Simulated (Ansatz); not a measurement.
**RbSbS3 (model cell, started as cubic perovskite with Sb in the octahedra): following an unstable mode**

Aim: this structure of RbSbS3 (model cell, started as cubic perovskite with Sb in the octahedra) is to be tested for unstable modes, and one is followed downhill.

Program: Ansatz 0.2.0. Level of theory: DFT PBEsol, scalar-relativistic, plane waves, PAW; PAW set soft_1. Results are calculated unless marked as measured.

The structure was built from a prototype and need not be the compound's stable phase.

## 1. The structure

It takes space group Pm-3m (No. 221, cubic). Conventional cell: a = 5.071 Å, b = 5.071 Å, c = 5.071 Å, α = 90.00°, β = 90.00°, γ = 90.00°. Rb has 12 S at 3.59 Å nearest. Nearest to Sb lie 6 S at 2.54 Å. Nearest to S lie 2 Sb at 2.54 Å and 4 Rb at 3.59 Å. Farther neighbours and most contacts between anions are not listed.

## 2. The dispersion

The cell comes from relaxations at this level that are not shown. Stability and thermal properties need the whole zone. Linear response on a 2×2×2 q mesh gives force constants as far as a supercell of that size would.

input.yaml reads:

```yaml
crystal:
  lattice:
    - [5.0714313962, 0.0, 0.0]
    - [0.0, 5.0714313962, 0.0]
    - [0.0, 0.0, 5.0714313962]
  atoms:
    - { symbol: Rb, position: [0.0, 0.0, 0.0] }
    - { symbol: Sb, position: [0.5, 0.5, 0.5] }
    - { symbol: S, position: [0.5, 0.5, 0.0] }
    - { symbol: S, position: [0.5, 0.0, 0.5] }
    - { symbol: S, position: [0.0, 0.5, 0.5] }
kpoints:
  mp_grid: { grid: [8, 8, 8] }
hamiltonian:
  xc: pbesol
  pseudopotentials: { kind: paw, azcp: { folder: soft_1 }, xc_functional: pbe }
scf:
  occupations: { method: methfessel_paxton, width: 0.2 }
output:
  eigenvalues: true
phonons:
  method: dfpt
  qmesh: [2, 2, 2]
  temperatures: { t_max: 1000, t_step: 50 }
  qpath:
    path:
      - [[0.0, 0.0, 0.0], [0.0, 0.5, 0.0], [0.5, 0.5, 0.0], [0.0, 0.0, 0.0], [0.5, 0.5, 0.5], [0.0, 0.5, 0.0]]
      - [[0.5, 0.5, 0.5], [0.5, 0.5, 0.0]]
    npoints: 10
```

On the command line:

```console
ansatz run input.yaml --threads 8 --pin off --max-ram 16384MiB --backend cpu --events-out ev --progress --plain --runs-dir out
```

Numbers of over 12 decimals in the logs are rounded to 6 here.

The program printed:

```text
Engine: ansatz 0.2.0, aarch64-unknown-linux-gnu
Pseudopotentials: kind: paw
Pseudopotential: Rb, paw, valence charge 9, recommended cutoff 420 eV (normal), soft_1/Rb.paw.azcp
Pseudopotential: Sb, paw, valence charge 15, recommended cutoff 420 eV (normal), soft_1/Sb.paw.azcp
Pseudopotential: S, paw, valence charge 6, recommended cutoff 420 eV (normal), soft_1/S.paw.azcp
Functional definition: PBEsol
  exchange = pbesol_x
  correlation = pbesol_c
Crystal: 5 atoms, lattice volume = 130.434 Å³
Basis set: ecut = 420 eV, 2517 PW (Γ), exchange–correlation on 72×72×72 points (8 copies of the dense FFT grid, shifted against one another)
Bands: 26, of which v1, the nominal top of the filled ones, is band 21 counted from 1 (20 counted from 0)
Symmetry: 48 space group operations
k-points: 35 of 512
Non-local potential: Rb, projectors of the file, l = 0: 3, l = 1: 2, l = 2: 2
Non-local potential: Sb, projectors of the file, l = 0: 2, l = 1: 2, l = 2: 2, l = 3: 1
Non-local potential: S, projectors of the file, l = 0: 2, l = 1: 2, l = 2: 1
PAW form: soft (Blöchl's): semilocal exchange-correlation on the pseudo side does not see the compensation charge
PAW frozen core: Rb, regenerated for the run's functional, and the local potential with it (the file was generated under x = pbe(κ = 0.804, μ = 0.219515), c = pbe(β = 0.066725))
PAW frozen core: Sb, regenerated for the run's functional, and the local potential with it (the file was generated under x = pbe(κ = 0.804, μ = 0.219515), c = pbe(β = 0.066725))
PAW frozen core: S, regenerated for the run's functional, and the local potential with it (the file was generated under x = pbe(κ = 0.804, μ = 0.219515), c = pbe(β = 0.066725))
PAW one-centre angular grid: Rb, 110 points (default); XC on 64 Gauss nodes
PAW one-centre angular grid: Sb, 590 points (default); XC on 64 Gauss nodes
PAW one-centre angular grid: S, 110 points (default); XC on 64 Gauss nodes
Initial density: superposition of atomic densities (chi_scale 0.1, normalization cell, long waves kept (reshape's long-wave potential 0.00 eV rms))
Initial wavefunctions: pseudopotential atomic-orbital guess
Functional: x = pbesol(κ = 0.804, μ = 0.123457), c = pbesol(β = 0.046)
SCF iter   1: F=—  HF=-12282.881126 eV  |F-HF|=—  |Δ(HF+E_count)|=         —  Δρ=3.30e-2  dr2=3.92e0  ethr=3.10e-3  ⟨swp⟩=7.3  Hψ=4844  notcnv=0
preconditioner: auto → Kerker (q_TF=auto, 2.259 Å⁻¹)  [metal: Δε(μ)=0.035 eV  Ē_g=10.461 eV  σ=0.200 eV  W_gap=0.15  n_scr=26 (ndim 8)  ℏωp=17.8 eV  f_vac=0.000  D(μ)=2.54/eV (n_scr^D=18)]
SCF iter   2: F=—  HF=-12282.048637 eV  |F-HF|=—  |Δ(HF+E_count)|=   8.32e-1  S|Δr|=    0.00e0  Δρ=2.01e-2  dr2=1.81e0  ethr=3.10e-3  ⟨swp⟩=3.3  Hψ=1604  notcnv=0  defer=15
SCF iter   3: F=—  HF=-12281.386704 eV  |F-HF|=—  |Δ(HF+E_count)|=   6.62e-1  S|Δr|=    0.00e0  Δρ=6.89e-3  dr2=1.66e-1  ethr=3.10e-3  ⟨swp⟩=3.9  Hψ=2142  notcnv=0  defer=13
SCF iter   4: F=—  HF=-12281.328301 eV  |F-HF|=—  |Δ(HF+E_count)|=   5.84e-2  S|Δr|=    0.00e0  Δρ=2.80e-3  dr2=3.15e-2  ethr=3.94e-4  ⟨swp⟩=2.5  Hψ=1288  notcnv=0  defer=4
SCF iter   5: F=—  HF=-12281.317765 eV  |F-HF|=—  |Δ(HF+E_count)|=   1.05e-2  S|Δr|=    0.00e0  Δρ=9.26e-4  dr2=2.04e-3  ethr=7.51e-5  ⟨swp⟩=2.2  Hψ=1408  notcnv=0  defer=4
SCF iter   6: F=—  HF=-12281.318306 eV  |F-HF|=—  |Δ(HF+E_count)|=   5.41e-4  S|Δr|=    0.00e0  Δρ=3.84e-4  dr2=3.30e-4  ethr=4.86e-6  ⟨swp⟩=2.0  Hψ=1652  notcnv=0  defer=3
SCF iter   7: F=—  HF=-12281.318265 eV  |F-HF|=—  |Δ(HF+E_count)|=   4.11e-5  S|Δr|=    0.00e0  Δρ=6.22e-5  dr2=4.57e-6  ethr=7.86e-7  ⟨swp⟩=2.0  Hψ=1507  notcnv=0  defer=3
SCF iter   8: F=—  HF=-12281.318282 eV  |F-HF|=—  |Δ(HF+E_count)|=   1.71e-5  S|Δr|=    0.00e0  Δρ=1.54e-5  dr2=5.04e-7  ethr=1.09e-8  ⟨swp⟩=2.8  Hψ=1746  notcnv=0  defer=3
SCF iter   9: F=—  HF=-12281.318281 eV  |F-HF|=—  |Δ(HF+E_count)|=   1.08e-6  S|Δr|=    0.00e0  Δρ=4.39e-6  dr2=5.44e-8  ethr=1.20e-9  ⟨swp⟩=2.0  Hψ=1305  notcnv=0  defer=6
SCF iter  10: F=—  HF=-12281.318281 eV  |F-HF|=—  |Δ(HF+E_count)|=   3.14e-8  S|Δr|=    0.00e0  Δρ=1.17e-6  dr2=3.76e-9  ethr=1.30e-10  ⟨swp⟩=2.2  Hψ=1417  notcnv=0  defer=6
SCF iter  11: F=—  HF=-12281.318281 eV  |F-HF|=—  |Δ(HF+E_count)|=   2.91e-9  S|Δr|=    0.00e0  Δρ=3.09e-7  dr2=1.84e-10  ethr=8.96e-12  ⟨swp⟩=2.3  Hψ=1379  notcnv=0  defer=6
SCF iter  12: F=-12281.318281 eV  HF=-12281.318281 eV  |F-HF|=3.64e-12  |Δ(HF+E_count)|=  2.33e-10  S|Δr|=    0.00e0  Δρ=5.36e-8  dr2=4.33e-12  ethr=1.00e-12  ⟨swp⟩=10.7  Hψ=6825  notcnv=0
SCF 1 converged in 12 iterations: F = -12281.318281 eV  dr2 = 4.33e-12
  greatest PAW one-centre occupation: 0.997 electrons in one spin orbital (limit 2), on the Sb atom at site 1 (counted from 0), in its partial waves of l = 2
Initial density: read from a saved state, or passed on in memory by an earlier SCF of this step, an earlier step, the calling program or the single point that the run made first
iter 1 solved again at ethr=4.17e-7 eV; its pass at ethr=3.10e-3 eV (dr2=1.75e-4 eV) is discarded
SCF iter   1: F=—  HF=-12281.318286 eV  |F-HF|=—  |Δ(HF+E_count)|=         —  Δρ=8.51e-7  dr2=1.01e-9  ethr=4.17e-7  ⟨swp⟩=3.3  Hψ=7867  notcnv=0
eigensolver tolerance schedule: the retry pair's looser diagonalisation over-reported the residual by 173277.13 of it (diagonalisation noise at an unbounded share of the residual, at the tolerance the schedule requests for it); recorded, not acted on — ethr = c·dr2/N_el stays at c = 1.0e-1
preconditioner: auto → Kerker (q_TF=auto, 2.259 Å⁻¹)  [metal: Δε(μ)=0.046 eV  Ē_g=9.981 eV  σ=0.200 eV  W_gap=0.19  n_scr=26 (ndim 8)  ℏωp=17.8 eV  f_vac=0.009  D(μ)=3.58/eV (n_scr^D=26)]
SCF iter   2: F=—  HF=-12281.318281 eV  |F-HF|=—  |Δ(HF+E_count)|=   4.95e-6  S|Δr|=    0.00e0  Δρ=4.10e-7  dr2=1.93e-10  ethr=2.41e-12  ⟨swp⟩=4.9  Hψ=3205  notcnv=0
SCF iter   3: F=—  HF=-12281.318281 eV  |F-HF|=—  |Δ(HF+E_count)|=  5.64e-11  S|Δr|=    0.00e0  Δρ=2.67e-7  dr2=8.79e-11  ethr=1.00e-12  ⟨swp⟩=1.0  Hψ=910  notcnv=0
SCF iter   4: F=—  HF=-12281.318281 eV  |F-HF|=—  |Δ(HF+E_count)|=  1.82e-11  S|Δr|=    0.00e0  Δρ=1.53e-7  dr2=3.04e-11  ethr=1.00e-12  ⟨swp⟩=1.0  Hψ=910  notcnv=0
SCF iter   5: F=-12281.318281 eV  HF=-12281.318281 eV  |F-HF|=3.64e-12  |Δ(HF+E_count)|=  1.46e-11  S|Δr|=    0.00e0  Δρ=5.39e-8  dr2=4.33e-12  ethr=1.00e-12  ⟨swp⟩=4.4  Hψ=3556  notcnv=0
SCF 2 converged in 5 iterations: F = -12281.318281 eV  dr2 = 4.33e-12
phonons: the bands overlap, so this run is a metal and interpolates without the dipole-dipole term. If the crystal is really an insulator or semiconductor, its LO-TO splitting is missing
NSCF: frozen V_eff on 35 k-points
NSCF: frozen V_eff on 125 k-points
DFPT response loops at q = (0, 0, 0) (fractional): preconditioner auto → Kerker (q_TF=auto, 2.259 Å⁻¹) (partly filled bands, converged f_vac=0.009); β = 1.00, the filter's whole step (`scf.mixing.beta` (0.50) is not read by the response loops under this deck's `scf.mixing.preconditioner`; to damp them name `kerker` or `kerker_dos`, under which they read `scf.mixing.beta`, and type it under 1.00, their step now; both keys bind the ground state too); Broyden in place of MSR1
NSCF: frozen V_eff on 250 k-points
DFPT response loops at q = (0, 0, -0.5) (fractional): mixed as the last ones told, above
NSCF: frozen V_eff on 250 k-points
DFPT response loops at q = (0, -0.5, -0.5) (fractional): mixed as the last ones told, above
NSCF: frozen V_eff on 250 k-points
DFPT response loops at q = (-0.5, -0.5, -0.5) (fractional): mixed as the last ones told, above
SCF converged after 12 iterations
Stability not checked: this state was not tested for a lower state beside it, because cold or Methfessel-Paxton smearing, or corrected tetrahedra, fill the levels in a way that the test cannot read (fill_not_monotonic; see scf.lower_state_search)
Free energy (F): -12281.318281 eV
Harris-Foulkes:  -12281.318281 eV  (|F-HF|=3.64e-12)
Internal energy: -12281.320559 eV  (E = F + TS)
E sigma→0 (E₀):  -12281.318850 eV
Entropy (-TS):   0.002279 eV (0.456 meV/atom)
Fermi energy:    5.352366 eV
--- Per-component energies (eV) ---
  E_band       = -293.873927
  E_kinetic    = 658.676972
  E_local      = -2912.579718  (includes V_loc(G=0)·N_el)
  E_nonlocal   = 685.035889
  E_hartree    = 1083.949540
  E_xc         = -483.870953
  E_vxc        = -465.684206  (∫ρ·V_xc dr)
  E_paw        = -8818.040582  (= ΣΔE_a)
  E_vpaw       = -427.222025  (= ΣTr[D̂ρ^β])
  E_aug_tail   = 0.000114  (compensation charges beyond the density's cutoff)
  E_ewald      = -2495.133196
  E_core_change = 0.641374  (= ΣΔE_core)
  E_smearing   = 0.002279  (= −TS)
  E_closure    = 0.000000  (closes the sum)
  Σ components = -12281.318281   (vs F -12281.318281, Δ=0.00e0)
--- Band table (eV; the first three rows and the last of 35) ---
  k-point 0: bands = [... 17 lower, 4.6660, 4.6660, 4.8534, 4.8534, 4.8534, 9.9656, 10.5503, 10.5503, ... 1 higher]
  k-point 1: bands = [... 17 lower, 4.5984, 4.5993, 4.7738, 4.8057, 4.8057, 10.2181, 10.6221, 10.7927, ... 1 higher]
  k-point 2: bands = [... 17 lower, 4.4126, 4.4487, 4.6976, 4.7281, 4.7281, 10.7003, 10.8298, 10.9702, ... 1 higher]
  k-point 34: bands = [... 17 lower, 4.0075, 5.7565, 5.7565, 5.7565, 6.7422, 6.7422, 6.7422, 9.0167, ... 1 higher]
--- Phonons (Γ-DFPT): 4 representative perturbations + reference (Σ response iterations 12) ---
  ASR residual: 1.620e-5 → 0.000e0 eV/Å²; symmetrization residual: 1.615e-6 eV/Å²
  ASR residual per site (eV/Å²): 1.62e-5 1.35e-6 7.67e-6 7.67e-6 7.67e-6
  Γ frequencies (cm⁻¹): -79.32 -79.32 -79.32 -4.77 -4.77 -4.77 0.00 0.00 0.00 75.53 75.53 75.53 199.65 199.65 199.65
--- Phonons (arbitrary-q DFPT): 4 irreducible q on the 2×2×2 mesh ---
  q = [0.0000, 0.0000, 0.0000] (star 1, of the zone-centre solve; hermiticity 8.05e-7, symmetrization 1.95e-11): -79.32 -79.32 -79.32 -4.77 -4.77 -4.77 -0.00 -0.00 0.00 75.53 75.53 75.53 199.65 199.65 199.65
  q = [0.0000, 0.0000, -0.5000] (star 3, 9 solved perturbations in 975 linear systems a pass and spin channel, the states on 125 of 512 k-point pairs; hermiticity 1.05e-6, symmetrization 8.47e-12): -125.77 -111.96 -74.23 -74.23 -58.74 -58.74 51.84 51.84 64.05 64.94 64.94 150.16 212.13 212.13 243.24
  q = [0.0000, -0.5000, -0.5000] (star 3, 9 solved perturbations in 975 linear systems a pass and spin channel, the states on 125 of 512 k-point pairs; hermiticity 8.45e-7, symmetrization 1.35e-13): -120.31 -120.31 -73.81 -73.81 -53.25 -28.47 37.26 58.57 64.80 64.80 151.28 151.28 218.53 224.32 245.32
  q = [-0.5000, -0.5000, -0.5000] (star 1, 4 solved perturbations in 350 linear systems a pass and spin channel, the states on 125 of 512 k-point pairs; hermiticity 2.89e-7, symmetrization 1.48e-11): -71.59 -71.59 -71.59 -62.20 -62.20 -62.20 67.39 67.39 67.39 151.11 151.11 151.11 219.53 219.53 270.03
  sum rule: each row above includes the acoustic sum rule's correction from the zone centre's row sums; it moved no ω² by more than (0.26 cm⁻¹)²
  mesh force constants: q→R imaginary residual 2.72e-18; ASR residual 1.620e-5 → 0.000e0 eV/Å²; symmetrization residual 6.217e-15 eV/Å²
  interpolated dispersion: 62 rows × 15 modes
  density of states and harmonic sums: on the 12×12×12 q-mesh, interpolated from the force constants of a 2×2×2 supercell (no non-analytic term)
  largest difference from the sums on the solved wave vectors: F 6.50e-2 eV, S 9.71e-5 and C_V 3.23e-5 eV/K
  zero-point energy: 0.072775 eV/cell   skipped modes (ω ≤ 0): 507, of them read as no rigid motion or as one in doubt: 504 (6.000e0 modes/cell left out, lowest -125.77 cm⁻¹)   left out of the sums: 4.00e-1 of the cell's modes: C_V's classical limit lies that fraction below 3 k_B per atom; for a crystal, a wire or a layer, F and S can be off by more, and a phonons.interpolated_qmesh denser along its periods is the remedy for the sampling
```

The job ended after 96 s (8 threads of Arm Neoverse V2, shared host; peak memory 1.4 GiB; 12 min of CPU time).

Numbers from this step:

```yaml
volume_per_atom: 26.09 Å³
gap_on_the_k_mesh: 0 eV
sum_rule_residual_before_enforcement: 1.62e-5 eV/Å²
lowest_frequency_on_the_path: -125.8 cm⁻¹
point_group: m-3m
highest_frequency_on_the_path_or_at_a_solved_wavevector: 270.0 cm⁻¹
highest_optical_mode_at_the_zone_centre_no_lo_to_term: 199.7 cm⁻¹
lowest_optical_zone_centre_mode: -79.32 cm⁻¹
lowest_mode_on_the_q_mesh_acoustic_modes_at_gamma_apart: -125.8 cm⁻¹
```

Frequencies (cm⁻¹) solved at each irreducible wavevector; negative means imaginary. Frequencies by wavevector, by row:

```tsv
q in reciprocal lattice units	star	mode 1	mode 2	mode 3	mode 4	mode 13	mode 14	mode 15
0 0 0	1	-79.3	-79.3	-79.3	-4.8	199.7	199.7	199.7
0 0 -0.5	3	-125.8	-112	-74.2	-74.2	212.1	212.1	243.2
0 -0.5 -0.5	3	-120.3	-120.3	-73.8	-73.8	218.5	224.3	245.3
-0.5 -0.5 -0.5	1	-71.6	-71.6	-71.6	-62.2	219.5	219.5	270
```

Interpolated from a 2×2×2 q mesh. The phonon branches at the labelled points (cm⁻¹):

```tsv
point	branch 1	branch 2	branch 3	branch 4	branch 12	branch 13	branch 14	branch 15
Γ	-79	-79	-79	-5	76	200	200	200
halfway	-94	-89	-77	-77	109	206	206	222
X	-126	-112	-74	-74	150	212	212	243
halfway	-120	-91	-90	-74	151	215	221	242
M	-120	-120	-74	-74	151	218	224	245
halfway	-92	-91	-80	-76	110	210	218	228
Γ	-79	-79	-79	-5	76	200	200	200
halfway	-83	-83	-80	-78	111	218	218	238
R	-72	-72	-72	-62	151	220	220	270
halfway	-98	-90	-84	-80	152	217	222	250
X	-126	-112	-74	-74	150	212	212	243
jump to R	-72	-72	-72	-62	151	220	220	270
halfway	-98	-98	-70	-70	152	218	222	259
M	-120	-120	-74	-74	151	218	224	245
```

Symmetry leaves 4 wavevectors to solve. The lowest mode among them, the acoustic zeros apart, lies at q = (0, 0, -0.5) and is imaginary, 125.8i cm⁻¹, so the energy falls along it.

## 3. The mode frozen in, largest atomic shift 0 Å

The mode followed lies at q = (0, 0, -0.5) with frequency 125.8i cm⁻¹, the softest among the wavevectors solved. At small amplitude the distorted cell has space group no. 131 by a symmetry search on the positions. The undistorted cell that holds it gives the zero of energy on the same k mesh.

System of this step: RbSbS3 (model cell, started as cubic perovskite with Sb in the octahedra). It takes space group Pm-3m (No. 221, cubic). The conventional cell has a = 5.071 Å, b = 5.071 Å, c = 5.071 Å, α = 90.00°, β = 90.00°, γ = 90.00°. Nearest to Rb lie 12 S at 3.59 Å. Nearest to Sb lie 6 S at 2.54 Å. Nearest to S lie 2 Sb at 2.54 Å and 4 Rb at 3.59 Å. Nearest to S lie 2 Sb at 2.54 Å and 4 Rb at 3.59 Å. Farther neighbours and most contacts between anions are not listed.

input.yaml reads:

```yaml
crystal:
  lattice:
    - [5.0714313962, 0.0, 0.0]
    - [0.0, 5.0714313962, 0.0]
    - [0.0, 0.0, 10.1428627923]
  atoms:
    - { symbol: Rb, position: [0.0, 0.0, 0.0] }
    - { symbol: Rb, position: [0.0, 0.0, 0.5] }
    - { symbol: Sb, position: [0.5, 0.5, 0.25] }
    - { symbol: Sb, position: [0.5, 0.5, 0.75] }
    - { symbol: S, position: [0.5, 0.5, 0.5] }
    - { symbol: S, position: [0.5, 0.5, 0.0] }
    - { symbol: S, position: [0.5, 0.0, 0.25] }
    - { symbol: S, position: [0.5, 0.0, 0.75] }
    - { symbol: S, position: [0.0, 0.5, 0.25] }
    - { symbol: S, position: [0.0, 0.5, 0.75] }
kpoints:
  mp_grid: { grid: [8, 8, 4] }
hamiltonian:
  xc: pbesol
  pseudopotentials: { kind: paw, azcp: { folder: soft_1 }, xc_functional: pbe }
scf:
  occupations: { method: methfessel_paxton, width: 0.2 }
output:
  forces: true
  stress: true
  eigenvalues: true
```

The program printed:

```text
[...]
Crystal: 10 atoms, lattice volume = 260.869 Å³
Basis set: ecut = 420 eV, 5077 PW (Γ), exchange–correlation on 72×72×144 points (8 copies of the dense FFT grid, shifted against one another)
Bands: 52, of which v1, the nominal top of the filled ones, is band 42 counted from 1 (41 counted from 0)
Symmetry: 32 space group operations
[...]
k-points: 45 of 256
[...]
k-point 0: bands = [... 38 lower, 4.6660, 4.6660, 4.8535, 4.8535, 4.8535, 5.8145, 7.9655, 9.9656, ... 6 higher]
  k-point 1: bands = [... 38 lower, 4.6691, 4.6691, 4.7738, 4.8058, 4.8058, 5.1184, 9.0676, 10.2181, ... 6 higher]
  k-point 2: bands = [... 38 lower, 4.6976, 4.6976, 4.7282, 4.7282, 4.7282, 4.7282, 10.7003, 10.7003, ... 6 higher]
  k-point 44: bands = [... 38 lower, 4.9791, 4.9791, 5.7376, 5.7376, 7.2582, 7.2582, 7.2675, 7.2675, ... 6 higher]
[key lines of the parts left out:]
SCF converged after 10 iterations
Free energy (F): -24562.636562 eV
Fermi energy:    5.352394 eV
P = ⅓ Tr σ = -0.0025 GPa (-0.025 kbar)
```

Wall time 4.4 s (8 threads); peak memory 1.1 GiB; 33 s of CPU time.

This step gave:

```
pressure                         : -0.002528 GPa
energy from the undistorted cell : 0 meV/atom
```

The run ends at a pressure of 0.00 GPa.

## 4. The mode frozen in, largest atomic shift 0.6 Å

The atoms are moved along the unstable eigenvector, the largest shift by 0.6 Å, with the cell fixed.

input.yaml, the sections that differ from step 3:

```yaml
crystal:
  lattice:
    - [5.0714313962, 0.0, 0.0]
    - [0.0, 5.0714313962, 0.0]
    - [0.0, 0.0, 10.1428627923]
  atoms:
    - { symbol: Rb, position: [0.0, 0.0, 0.0] }
    - { symbol: Rb, position: [0.0, 0.0, 0.5] }
    - { symbol: Sb, position: [0.5, 0.5, 0.25] }
    - { symbol: Sb, position: [0.5, 0.5, 0.75] }
    - { symbol: S, position: [0.5, 0.5, 0.5] }
    - { symbol: S, position: [0.5, 0.5, 0.0] }
    - { symbol: S, position: [0.5, 0.0, 0.1908451034] }
    - { symbol: S, position: [0.5, 0.0, 0.8091548966] }
    - { symbol: S, position: [0.0, 0.5, 0.3091548966] }
    - { symbol: S, position: [0.0, 0.5, 0.6908451034] }
# kpoints, hamiltonian, scf, output: as in step 3
```

The program printed:

```text
[...]
Crystal: 10 atoms, lattice volume = 260.869 Å³
Basis set: ecut = 420 eV, 5077 PW (Γ), exchange–correlation on 72×72×144 points (8 copies of the dense FFT grid, shifted against one another)
Bands: 52, of which v1, the nominal top of the filled ones, is band 42 counted from 1 (41 counted from 0)
Symmetry: 16 space group operations
[...]
k-points: 45 of 256
[...]
k-point 0: bands = [... 38 lower, 4.7726, 4.7726, 5.1087, 5.2441, 5.2441, 6.6816, 7.1062, 9.7276, ... 6 higher]
  k-point 1: bands = [... 38 lower, 4.9052, 4.9052, 5.1540, 5.1939, 5.1939, 5.8567, 8.4552, 9.9116, ... 6 higher]
  k-point 2: bands = [... 38 lower, 5.0589, 5.0589, 5.0774, 5.0774, 5.3708, 5.3708, 9.9900, 9.9900, ... 6 higher]
  k-point 44: bands = [... 38 lower, 4.7860, 4.7860, 5.3845, 5.3845, 6.9019, 6.9019, 7.6580, 7.6580, ... 6 higher]
[key lines of the parts left out:]
SCF converged after 10 iterations
Free energy (F): -24562.919347 eV
Fermi energy:    5.466254 eV
P = ⅓ Tr σ = -0.0979 GPa (-0.979 kbar)
```

The job ended after 4.4 s (8 threads; peak memory 1.1 GiB).

This step gave:

- pressure: -0.09790 GPa
- energy from the undistorted cell: -28.18 meV/atom

The energy, extrapolated to zero smearing, is -28.18 meV/atom against the undistorted cell.

The run ends at a pressure of -0.10 GPa, with forces up to 0.18 eV/Å.

## 5. Energy along the mode, all amplitudes (two of the runs are shown above)

An imaginary frequency means negative curvature, so the energy should fall and then rise again as anharmonic terms take over.

This step gave:

```yaml
depth_at_the_lowest_point_sampled: 28.18 meV/atom
largest_atomic_shift_at_that_point: 0.6 Å
```

Table of energy from the parent by largest atomic shift:

```tsv
largest atomic shift (Å)	energy from the parent (meV/atom)
0.000	0
0.040	-0.647
0.080	-2.29
0.140	-5.56
0.220	-10.4
0.320	-17.3
0.450	-27.8
0.600	-28.2
```

Displacement at unit largest shift by atom:

```tsv
atom	x (Å)	y (Å)	z (Å)	size
Rb1	0.00	0.00	0.00	0.00
Rb2	0.00	0.00	0.00	0.00
Sb3	0.00	0.00	0.00	0.00
Sb4	0.00	0.00	0.00	0.00
S5	0.00	0.00	0.00	0.00
S6	0.00	0.00	0.00	0.00
S7	0.00	0.00	-1.00	1.00
S8	0.00	0.00	1.00	1.00
S9	0.00	0.00	1.00	1.00
S10	0.00	0.00	-1.00	1.00
```

The lowest of the steps tried is the last one, at 0.6 Å, 28.2 meV/atom below the parent; the bottom of the well need not coincide with a step.

(Part 1 of 2 ends here.)

[Logs are printed without paths, hosts, clocks, repeated set-up lines and the standing remarks that a program may print on its own settings, such as how far it seeks lower states.]

[Hosts, paths, dates, database ids (printed as entryN), source tags and the programs' standing remarks are cut or masked in the printed files.]
